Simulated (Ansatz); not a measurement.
# W (Tungsten, Im-3m): thermal expansion from first principles, part 2 of 2

Wanted: α(T), C_P(T) and B(T) of W (Tungsten) in the quasi-harmonic approximation.

Ansatz 0.2.0; DFT LDA, scalar-relativistic, plane waves, PAW; PAW set soft_1.

So far. Step 2 (A first coarse run): The start is under -8.2 GPa at this level and looks like a metal on this mesh. Step 5 (Relaxing to small residual forces and stress): The residual pressure is -5.0e-4 GPa, small enough for phonons. The relaxed cell has a = 3.136 Å (conventional setting).

## Step 6: The quasi-harmonic study

The study relaxes the crystal at several strains, solves the phonons on some of them and minimises the free energy at each temperature (static energy, vibrations, the electrons in a metal, and PV under a set pressure); the q-mesh sets how far the force constants reach.

input.yaml

```yaml
crystal:
  lattice:
    - [-1.567881172, 1.567881172, 1.567881172]
    - [1.567881172, -1.567881172, 1.567881172]
    - [1.567881172, 1.567881172, -1.567881172]
  atoms:
    - { symbol: W, position: [0.0, 0.0, 0.0] }
kpoints:
  mp_grid: { grid: [20, 20, 20] }
hamiltonian:
  xc: lda
  pseudopotentials: { kind: paw, azcp: { folder: soft_1 }, xc_functional: pbe }
scf:
  occupations: { method: methfessel_paxton, width: 0.2 }
  lower_state_search: "off"
output:
  eigenvalues: true
phonons:
  method: dfpt
  qmesh: [4, 4, 4]
  temperatures: { t_max: 1200.0, t_step: 50 }
  thermal_expansion: {}
```

On the command line:

```
ansatz run input.yaml --threads 8 --pin off --max-ram 16384MiB --backend cpu --events-out ev --progress --plain --runs-dir out
```

Numbers of over 12 decimals in the logs are rounded to 6 here.

Output:

```text
[...]
Crystal: 1 atoms, lattice volume = 15.417 Å³
Basis set: ecut = 487.2 eV, 369 PW (Γ), exchange–correlation on 40×40×40 points (8 copies of the dense FFT grid, shifted against one another)
Bands: 11, of which v1, the nominal top of the filled ones, is band 7 counted from 1 (6 counted from 0)
Symmetry: 48 space group operations
[...]
k-points: 256 of 8000
[...]
SCF iter   1: F=—  HF=-10130.892976 eV  |F-HF|=—  |Δ(HF+E_count)|=         —  Δρ=6.11e-2  dr2=4.74e-1  ethr=3.10e-3  ⟨swp⟩=5.0  Hψ=14643  notcnv=0
[...]
SCF iter   7: F=-10130.690204 eV  HF=-10130.690204 eV  |F-HF|=1.82e-12  |Δ(HF+E_count)|=  1.00e-10  S|Δr|=    0.00e0  Δρ=1.23e-7  dr2=1.00e-12  ethr=1.00e-12  ⟨swp⟩=5.5  Hψ=10871  notcnv=0
the search or the solves at the SCF's close seem to have found levels that the self-consistency loop had missed (the run counts 1). By its estimate they hold under 1e-12 electrons; where the run keeps them, the occupations were computed again with them
SCF 1 converged in 7 iterations: F = -10130.690204 eV  dr2 = 1.00e-12
[...]
relax step   1: F+E_penalty+E_count = -10130.69020416 eV  Δ(F+E_penalty+E_count) = +0.000e0 eV  max|allowed force component| = 0.000e0 eV/Å  Δτ_max = 0.0000 Å  (7 SCF iters, accepted)
SCF converged after 7 iterations
[...]
Free energy (F): -10130.690204 eV
[...]
Internal energy: -10130.691316 eV  (E = F + TS)
E sigma→0 (E₀):  -10130.690482 eV
Entropy (-TS):   0.001111 eV (1.111 meV/atom)
Fermi energy:    22.834986 eV
[...]
--- Stress (GPa, compression-positive) ---
       -0.005688      -0.000000      -0.000000
       -0.000000      -0.005688       0.000000
       -0.000000       0.000000      -0.005688
  P = ⅓ Tr σ = -0.0057 GPa (-0.057 kbar)
--- Band table (eV; the first three rows and the last of 256) ---
  k-point 0: bands = [... 3 lower, -14.8310, 13.0270, 21.4569, 21.4569, 21.4569, 25.0195, 25.0195, 37.4392]
  k-point 1: bands = [... 3 lower, -14.8312, 13.1535, 21.3802, 21.4417, 21.5791, 24.8932, 25.0205, 37.5480]
  k-point 2: bands = [... 3 lower, -14.8319, 13.5211, 21.1652, 21.3769, 21.9425, 24.6053, 25.0287, 37.8347]
  k-point 255: bands = [... 3 lower, -15.8220, 16.7042, 16.7042, 28.1130, 28.1130, 28.1130, 31.3235, 31.3235]
── thermal expansion: 3 new cells, 3 in all ──
thermal expansion: relaxation of cell 2
thermal expansion: relaxation of cell 3
── thermal expansion: 2 new cells, 5 in all ──
thermal expansion: relaxation of cell 4
thermal expansion: electrons of cell 4
thermal expansion: phonons of cell 4
WARN: thermal expansion, phonons of cell 4: eigensolver did not converge (k=118): 1 band(s) unlocked after 20 sweeps at ethr=1.00e-12 eV (lowest unlocked band 10, counted from 0; max residual 1.45e-6 eV among the unlocked bands, 1.45e-6 eV over every band)
thermal expansion: relaxation of cell 5
thermal expansion: electrons of cell 1
thermal expansion: electrons of cell 2
thermal expansion: electrons of cell 3
thermal expansion: electrons of cell 5
thermal expansion: phonons of cell 5
[...]
── thermal expansion: 5 new cells, 10 in all ──
thermal expansion: relaxation of cell 6
thermal expansion: relaxation of cell 7
thermal expansion: relaxation of cell 8
thermal expansion: relaxation of cell 9
thermal expansion: relaxation of cell 10
thermal expansion: electrons of cell 6
thermal expansion: electrons of cell 7
thermal expansion: electrons of cell 8
thermal expansion: electrons of cell 9
thermal expansion: electrons of cell 10
thermal expansion: phonons of cell 6
[...]
thermal expansion: phonons of cell 7
[...]
WARN: thermal expansion: eigensolver_not_converged in the phonons of 4 cells: 4, 5, 6, 7
--- Relaxed structure (1 steps of the walk, 1 accepted, 0 SCFs on fresh bases) ---
  F+E_penalty+E_count = -10130.69020416 eV   max|allowed force component| = 0.000e0 eV/Å
  atoms:
    - { symbol: W, position: [0.0, 0.0, 0.0] }
--- Thermal expansion: 10 cells in 3 rounds, 0 GPa ---
  no lower state was looked for at cell 4: scf.lower_state_search: off
  without vibrations: a 2.71565, b 2.71565, c 2.71565 Å, V 15.4170 Å³, B 336.44 GPa
  at 0 K: a 2.71709, b 2.71709, c 2.71709 Å, V 15.4415 Å³, B 334.51 GPa
  zero-point expansion: a +0.053, b +0.053, c +0.053, V +0.159 %
      T/K        a/Å        b/Å        c/Å       V/Å³ | expansion of a, b, c, V (1e-6/K)   | that of V in the mean from 25 °C | C_P, C_V (J/mol K of the cell) | B_T, B_S (GPa)
     0.00    2.71709    2.71709    2.71709    15.4415 |    0.00    0.00    0.00    0.00 |    8.69 |     0.000     0.000 |   334.51   334.51
   150.00    2.71783    2.71783    2.71783    15.4541 |    3.57    3.57    3.57   10.72 |   11.99 |    20.566    20.513 |   332.56   333.42
   298.15    2.71944    2.71944    2.71944    15.4816 |    4.25    4.25    4.25   12.74 |       - |    24.132    23.983 |   329.08   331.12
   400.00    2.72064    2.72064    2.72064    15.5021 |    4.40    4.40    4.40   13.19 |   13.00 |    24.874    24.662 |   326.60   329.41
   550.00    2.72246    2.72246    2.72246    15.5333 |    4.53    4.53    4.53   13.60 |   13.26 |    25.487    25.180 |   322.86   326.80
   700.00    2.72434    2.72434    2.72434    15.5654 |    4.64    4.64    4.64   13.92 |   13.47 |    25.915    25.510 |   319.05   324.12
   850.00    2.72625    2.72625    2.72625    15.5983 |    4.74    4.74    4.74   14.21 |   13.66 |    26.279    25.771 |   315.17   321.38
  1000.00    2.72821    2.72821    2.72821    15.6319 |    4.83    4.83    4.83   14.49 |   13.83 |    26.617    26.001 |   311.21   318.57
  1150.00    2.73021    2.73021    2.73021    15.6663 |    4.93    4.93    4.93   14.78 |   14.00 |    26.945    26.217 |   307.18   315.72
  1200.00    2.73088    2.73088    2.73088    15.6779 |    4.96    4.96    4.96   14.88 |   14.06 |    27.054    26.287 |   305.82   314.75
  the static fit leaves 0.000 meV an atom of the energies and, of the stresses, 0.000 GPa of each cell's largest along a strain (root mean squares over the cells), whose Pulay part it has at -0.014 GPa
  vibrations' free energy: its fit passes through its cells
  the electrons' free energy at temperature is in it; its fit leaves 0.0004 meV an atom at the most
  free energies summed between the sampled wave vectors
  estimated error of the fitted expansion in any direction: up to 0.013e-6/K, at 1200 K, with few degrees of freedom (an estimate, not a bound: it was exceeded on models of known expansion)
  by sums over the sampled wave vectors an expansion of the volume parts by up to 0.17e-6/K
  by a static energy of one degree less an expansion of the volume parts by up to 0.00e-6/K
  eigensolver_not_converged in the phonons of 4 cells: 4, 5, 6, 7
```

Wall time 5.5 min (8 threads of Arm Neoverse V2, shared host); peak memory 3.7 GiB; 37 min of CPU time.

This step gave:

```yaml
pressure: -0.005688 GPa
volume_expansion_coefficient_at_298_k: 12.74 1e-6/K
c_p_at_298_k: 24.13 J/mol-atom/K
entropy_at_298_k: 32.89 J/mol-atom/K
isothermal_bulk_modulus_at_298_k: 329.1 GPa
grueneisen_parameter_at_298_k: 1.63
volume_at_298_k: 15.48 Å³/atom
principal_linear_expansion_coefficients_at_298_k: 4.247, 4.247, 4.247 1e-6/K
```

Strained cells of the study; zero-point energy where phonons were solved; the pressures are stresses at a fixed cutoff and can carry an offset from the finite basis. Expansion cells, by row:

| cell | \|a\| (Å) | \|b\| (Å) | \|c\| (Å) | V (Å³/atom) | E - E_lowest (meV/atom) | pressure, compression positive (GPa) | gap (eV) | zero-point energy (meV/atom) |
| --- | --- | --- | --- | --- | --- | --- | --- | --- |
| 1 | 2.716 | 2.716 | 2.716 | 15.42 | 0 | -0.02 | - | - |
| 2 | 2.737 | 2.737 | 2.737 | 15.79 | 9.112 | -7.68 | - | - |
| 3 | 2.694 | 2.694 | 2.694 | 15.05 | 9.39 | 8.422 | - | - |
| 4 | 2.716 | 2.716 | 2.716 | 15.42 | 0.001 | -0.081 | - | 30.26 |
| 5 | 2.729 | 2.729 | 2.729 | 15.65 | 3.682 | -4.96 | - | 29.49 |
| 6 | 2.723 | 2.723 | 2.723 | 15.54 | 0.972 | -2.587 | - | 29.88 |
| 7 | 2.736 | 2.736 | 2.736 | 15.77 | 8.367 | -7.372 | - | 29.09 |
| 8 | 2.689 | 2.689 | 2.689 | 14.97 | 14.6 | 10.61 | - | - |
| 9 | 2.702 | 2.702 | 2.702 | 15.19 | 3.565 | 5.105 | - | - |
| 10 | 2.747 | 2.747 | 2.747 | 15.95 | 18.57 | -10.77 | - | - |

Quasi-harmonic; a, b, c are the run's own cell vectors. Expansion, by row:

| T (K) | a (Å) | b (Å) | c (Å) | alpha (deg) | beta (deg) | gamma (deg) | cell volume (Å³/cell) | alpha_a (1e-6/K) | alpha_b (1e-6/K) | alpha_c (1e-6/K) | alpha_V (1e-6/K) | C_P (J/mol-atom/K) | C_V (J/mol-atom/K) | S (J/mol-atom/K) | B_T (GPa) | B_S (GPa) | Grueneisen | extrapolation | fit error (1e-6/K) |
| --- | --- | --- | --- | --- | --- | --- | --- | --- | --- | --- | --- | --- | --- | --- | --- | --- | --- | --- | --- |
| 0 | 2.717 | 2.717 | 2.717 | 109.5 | 109.5 | 109.5 | 15.44 | 0 | 0 | 0 | 0 | 0 | 0 | 0 | 334.5 | 334.5 | - | 0 | 0 |
| 50 | 2.717 | 2.717 | 2.717 | 109.5 | 109.5 | 109.5 | 15.44 | 0.96 | 0.96 | 0.96 | 2.87 | 5.962 | 5.961 | 2.1 | 334.4 | 334.5 | 1.496 | 0 | 0 |
| 100 | 2.717 | 2.717 | 2.717 | 109.5 | 109.5 | 109.5 | 15.45 | 2.78 | 2.78 | 2.78 | 8.33 | 16.23 | 16.21 | 9.805 | 333.6 | 334.1 | 1.594 | 0 | 0 |
| 150 | 2.718 | 2.718 | 2.718 | 109.5 | 109.5 | 109.5 | 15.45 | 3.57 | 3.57 | 3.57 | 10.72 | 20.57 | 20.51 | 17.33 | 332.6 | 333.4 | 1.617 | 0 | 0 |
| 200 | 2.718 | 2.718 | 2.718 | 109.5 | 109.5 | 109.5 | 15.46 | 3.93 | 3.93 | 3.93 | 11.8 | 22.51 | 22.42 | 23.55 | 331.4 | 332.7 | 1.625 | 0 | 0 |
| 250 | 2.719 | 2.719 | 2.719 | 109.5 | 109.5 | 109.5 | 15.47 | 4.13 | 4.13 | 4.13 | 12.39 | 23.53 | 23.41 | 28.69 | 330.2 | 331.9 | 1.628 | 0 | 0 |
| 298.1 | 2.719 | 2.719 | 2.719 | 109.5 | 109.5 | 109.5 | 15.48 | 4.25 | 4.25 | 4.25 | 12.74 | 24.13 | 23.98 | 32.89 | 329.1 | 331.1 | 1.63 | 0 | 0 |
| 300 | 2.719 | 2.719 | 2.719 | 109.5 | 109.5 | 109.5 | 15.48 | 4.25 | 4.25 | 4.25 | 12.75 | 24.15 | 24 | 33.04 | 329 | 331.1 | 1.63 | 0 | 0 |
| 350 | 2.72 | 2.72 | 2.72 | 109.5 | 109.5 | 109.5 | 15.49 | 4.33 | 4.33 | 4.33 | 13 | 24.57 | 24.39 | 36.8 | 327.8 | 330.3 | 1.631 | 0 | 0 |
| 400 | 2.721 | 2.721 | 2.721 | 109.5 | 109.5 | 109.5 | 15.5 | 4.4 | 4.4 | 4.4 | 13.19 | 24.87 | 24.66 | 40.1 | 326.6 | 329.4 | 1.631 | 0 | 0 |
| 450 | 2.721 | 2.721 | 2.721 | 109.5 | 109.5 | 109.5 | 15.51 | 4.45 | 4.45 | 4.45 | 13.35 | 25.11 | 24.87 | 43.04 | 325.4 | 328.6 | 1.631 | 0 | 0 |
| 500 | 2.722 | 2.722 | 2.722 | 109.5 | 109.5 | 109.5 | 15.52 | 4.49 | 4.49 | 4.49 | 13.48 | 25.31 | 25.04 | 45.7 | 324.1 | 327.7 | 1.632 | 0 | 0.01 |
| 550 | 2.722 | 2.722 | 2.722 | 109.5 | 109.5 | 109.5 | 15.53 | 4.53 | 4.53 | 4.53 | 13.6 | 25.49 | 25.18 | 48.12 | 322.9 | 326.8 | 1.632 | 0 | 0.01 |
| 600 | 2.723 | 2.723 | 2.723 | 109.5 | 109.5 | 109.5 | 15.54 | 4.57 | 4.57 | 4.57 | 13.71 | 25.64 | 25.3 | 50.34 | 321.6 | 325.9 | 1.632 | 0 | 0.01 |
| 650 | 2.724 | 2.724 | 2.724 | 109.5 | 109.5 | 109.5 | 15.55 | 4.61 | 4.61 | 4.61 | 13.82 | 25.78 | 25.41 | 52.4 | 320.3 | 325 | 1.632 | 0 | 0.01 |
| 700 | 2.724 | 2.724 | 2.724 | 109.5 | 109.5 | 109.5 | 15.57 | 4.64 | 4.64 | 4.64 | 13.92 | 25.91 | 25.51 | 54.32 | 319.1 | 324.1 | 1.632 | 0 | 0.01 |
| 750 | 2.725 | 2.725 | 2.725 | 109.5 | 109.5 | 109.5 | 15.58 | 4.67 | 4.67 | 4.67 | 14.02 | 26.04 | 25.6 | 56.11 | 317.8 | 323.2 | 1.632 | 0 | 0 |
| 800 | 2.726 | 2.726 | 2.726 | 109.5 | 109.5 | 109.5 | 15.59 | 4.7 | 4.7 | 4.7 | 14.11 | 26.16 | 25.69 | 57.8 | 316.5 | 322.3 | 1.632 | 0 | 0 |
| 850 | 2.726 | 2.726 | 2.726 | 109.5 | 109.5 | 109.5 | 15.6 | 4.74 | 4.74 | 4.74 | 14.21 | 26.28 | 25.77 | 59.38 | 315.2 | 321.4 | 1.632 | 0 | 0 |
| 900 | 2.727 | 2.727 | 2.727 | 109.5 | 109.5 | 109.5 | 15.61 | 4.77 | 4.77 | 4.77 | 14.3 | 26.39 | 25.85 | 60.89 | 313.9 | 320.4 | 1.632 | 0 | 0 |
| 950 | 2.728 | 2.728 | 2.728 | 109.5 | 109.5 | 109.5 | 15.62 | 4.8 | 4.8 | 4.8 | 14.4 | 26.51 | 25.93 | 62.32 | 312.5 | 319.5 | 1.633 | 0 | 0 |
| 1000 | 2.728 | 2.728 | 2.728 | 109.5 | 109.5 | 109.5 | 15.63 | 4.83 | 4.83 | 4.83 | 14.49 | 26.62 | 26 | 63.68 | 311.2 | 318.6 | 1.633 | 0 | 0 |
| 1050 | 2.729 | 2.729 | 2.729 | 109.5 | 109.5 | 109.5 | 15.64 | 4.86 | 4.86 | 4.86 | 14.59 | 26.73 | 26.07 | 64.98 | 309.9 | 317.6 | 1.633 | 0 | 0.01 |
| 1100 | 2.73 | 2.73 | 2.73 | 109.5 | 109.5 | 109.5 | 15.65 | 4.9 | 4.9 | 4.9 | 14.69 | 26.84 | 26.15 | 66.23 | 308.5 | 316.7 | 1.634 | 0 | 0.01 |
| 1150 | 2.73 | 2.73 | 2.73 | 109.5 | 109.5 | 109.5 | 15.67 | 4.93 | 4.93 | 4.93 | 14.78 | 26.95 | 26.22 | 67.42 | 307.2 | 315.7 | 1.634 | 0 | 0.01 |
| 1200 | 2.731 | 2.731 | 2.731 | 109.5 | 109.5 | 109.5 | 15.68 | 4.96 | 4.96 | 4.96 | 14.88 | 27.05 | 26.29 | 68.57 | 305.8 | 314.8 | 1.635 | 0 | 0.01 |

Expansion coefficient against temperature; values in 1e-6/K:

| temperature (K) | volume | principal 1 |
| --- | --- | --- |
| 0 | 0 | 0 |
| 50 | 2.87 | 0.96 |
| 100 | 8.33 | 2.78 |
| 200 | 11.8 | 3.93 |
| 250 | 12.4 | 4.13 |
| 298 | 12.7 | 4.25 |
| 300 | 12.8 | 4.25 |
| 350 | 13 | 4.33 |
| 450 | 13.3 | 4.45 |
| 500 | 13.5 | 4.49 |
| 550 | 13.6 | 4.53 |
| 600 | 13.7 | 4.57 |
| 650 | 13.8 | 4.61 |
| 700 | 13.9 | 4.64 |
| 800 | 14.1 | 4.7 |
| 850 | 14.2 | 4.74 |
| 900 | 14.3 | 4.77 |
| 950 | 14.4 | 4.8 |
| 1000 | 14.5 | 4.83 |
| 1100 | 14.7 | 4.9 |
| 1150 | 14.8 | 4.93 |
| 1200 | 14.9 | 4.96 |

At 298 K the volume expansion is 12.7 × 10⁻⁶/K and B_T is 329 GPa. The q-mesh is coarse, so this is a first estimate. The program raised the cutoff to 487.2 eV by itself: with no cutoff typed, the study takes about 1.16 times the default for its relaxations and scales it with the volume for the phonons.

## Step 7: Outcome

```
settings of these figures                        : LDA, 487.2 eV, k 20×20×20, q 4×4×4
volume expansion coefficient at 298 K            : 12.74 1e-6/K
C_P at 298 K                                     : 24.13 J/mol-atom/K
entropy at 298 K                                 : 32.89 J/mol-atom/K
isothermal bulk modulus at 298 K                 : 329.1 GPa
Grüneisen parameter at 298 K                     : 1.63
volume at 298 K                                  : 15.48 Å³/atom
principal linear expansion coefficients at 298 K : 4.247, 4.247, 4.247 1e-6/K
```

What this shows: Near room temperature W (Tungsten) expands by 12.7 × 10⁻⁶/K in volume by LDA, with C_P = 24.1 J/(mol K) per mole of atoms and B_T = 329 GPa. The q-mesh is coarse, and the expansion can converge slowly with it. C_P at room temperature is 97 % of the classical 3R an atom. In this metal the study includes the electrons' free energy, which adds a term that grows with temperature, so the heat capacities need not level off at 3R. The log notes that a few bands missed the eigensolver's threshold in the phonon runs. The PAW files were made for PBE and are used here under another functional, for which the program regenerates the frozen cores.

[Logs are printed without paths, hosts, clocks, repeated set-up lines and the standing remarks that a program may print on its own settings, such as how far it seeks lower states.]

[Hosts, paths, dates, database ids (printed as entryN), source tags and the programs' standing remarks are cut or masked in the printed files.]

[A step with changed settings may run another functional than the one named; its input shows which.]
